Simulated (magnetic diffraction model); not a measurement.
# Which magnetic order? CrPIO4

Space group P-1 (no. 2), a = 5.7680 Å, b = 5.7870 Å, c = 8.1483 Å, α = 106.87°, β = 107.48°, γ = 97.39°.

| site | atom | x | y | z |
| --- | --- | --- | --- | --- |
| 2i | I | 0.3245 | 0.1515 | 0.2570 |
| 1h | Cr | 1/2 | 1/2 | 1/2 |
| 1a | Cr | 0 | 0 | 0 |
| 2i | P | 0.1085 | 0.4371 | 0.7628 |
| 2i | O | 0.1392 | 0.2727 | 0.9200 |
| 2i | O | 0.8051 | 0.3326 | 0.6050 |
| 2i | O | 0.3071 | 0.3548 | 0.6522 |
| 2i | O | 0.7953 | 0.2315 | 0.1124 |

The compound is invented for this exercise: a known structure type with other elements, its cell scaled to their sizes and not relaxed.

Only Cr is taken to order (form factors of Cr4+); orders and moment sizes are assumed, and not adapted to the symmetry. Radiation: neutrons of λ = 2.36 Å, 5° to 35°; isotropic B of 0.15 Å² (I), 0.17 Å² (Cr), 0.2 Å² (P) and 0.26 Å² (O). Simulated constant-wavelength pattern: nuclear and magnetic terms add, the magnetic one as |2.695 fm × Σ f S⊥ exp(2πi Q·r) exp(−B s²)|², summed over all Q at one angle with the factor 1/(sin²θ cos θ). For collinear order S is the moment m, which repeats by lattice and centring translations R with the sign exp(−2πi k·R). Free-ion form factors, Sears's scattering lengths of 1992, no absorption; a label names one of the reflections at its angle. The strongest nuclear line in the range is 100, and lines under 0.2 are left out.

Above the ordering temperature:

```
2θ (°)     index      I
 18.64   (0 0 1)    8.2
 25.34   (0 1 0)  100.0
 25.50   (1 0 0)   68.7
 25.71  (1 0 -1)   11.3
 25.74  (0 1 -1)   19.5
 31.55  (1 -1 0)    4.0
```

Below it (cell unchanged):

```
2θ (°)      I
  9.29   96.5
 18.64    8.2
 23.74   13.5
 23.81    0.2
 25.34  100.0
 25.50   68.7
 25.71   11.3
 25.74   19.5
 28.11    9.3
 30.00    8.0
 30.23    3.0
 30.59    3.0
 30.70    7.6
 31.55    4.0
 32.88    3.1
 33.04    3.1
```

**Question.** Find the propagation vector, then choose among these models:
A. collinear moments along [110], 1.6 μB on Cr; signs + at (1/2, 1/2, 1/2), − at (0, 0, 0)
B. collinear moments along [110], 1.6 μB on Cr; signs + at (1/2, 1/2, 1/2), + at (0, 0, 0)
C. collinear moments along [100], 1.6 μB on Cr; signs + at (1/2, 1/2, 1/2), + at (0, 0, 0)
D. collinear moments along [100], 1.6 μB on Cr; signs + at (1/2, 1/2, 1/2), − at (0, 0, 0)

The new lines index as (0 0 1/2) at 9.29°, (0 1 -1/2) at 23.74°, (0 0 3/2) at 28.11° and (0 1 1/2) at 30.00°, that is as H ± k with k = (0 0 1/2). Half indices mean that the moments reverse under translations with k·R a half-integer, and the magnetic cell has twice the primitive volume.

Magnetic intensity, observed (below minus above) and for each model:

| 2θ (°) | index | observed | A | B | C | D |
| --- | --- | --- | --- | --- | --- | --- |
| 23.74 | (0 1 -1/2) | 13.5 | 5.9 | 5.9 | 13.5 | 13.5 |
| 23.81 | (1 0 -1/2) | 0.2 | 5.9 | 5.9 | 0.2 | 0.2 |
| 30.00 | (0 1 1/2) | 8.0 | 5.1 | 5.1 | 8.0 | 8.0 |
| 30.23 | (1 0 1/2) | 3.0 | 5.1 | 5.1 | 3.0 | 3.0 |
| 30.59 | (1 0 -3/2) | 3.0 | 5.0 | 5.0 | 3.0 | 3.0 |
| 30.70 | (0 1 -3/2) | 7.6 | 5.0 | 5.0 | 7.6 | 7.6 |
| 32.88 | (-1 1 1/2) | 3.1 | 6.5 | 6.5 | 3.1 | 3.1 |
| 33.04 | (1 -1 1/2) | 3.1 | 6.4 | 6.4 | 3.1 | 3.1 |

Models C and D match alike on every line, so these data can't choose among them (such ties are often domains of one structure).

The structure used: k = (0 0 1/2), collinear moments along [100], 1.6 μB on Cr; signs + at (1/2, 1/2, 1/2), + at (0, 0, 0).

[Logs are printed without paths, hosts, clocks, repeated set-up lines and the standing remarks that a program may print on its own settings, such as how far it seeks lower states.]
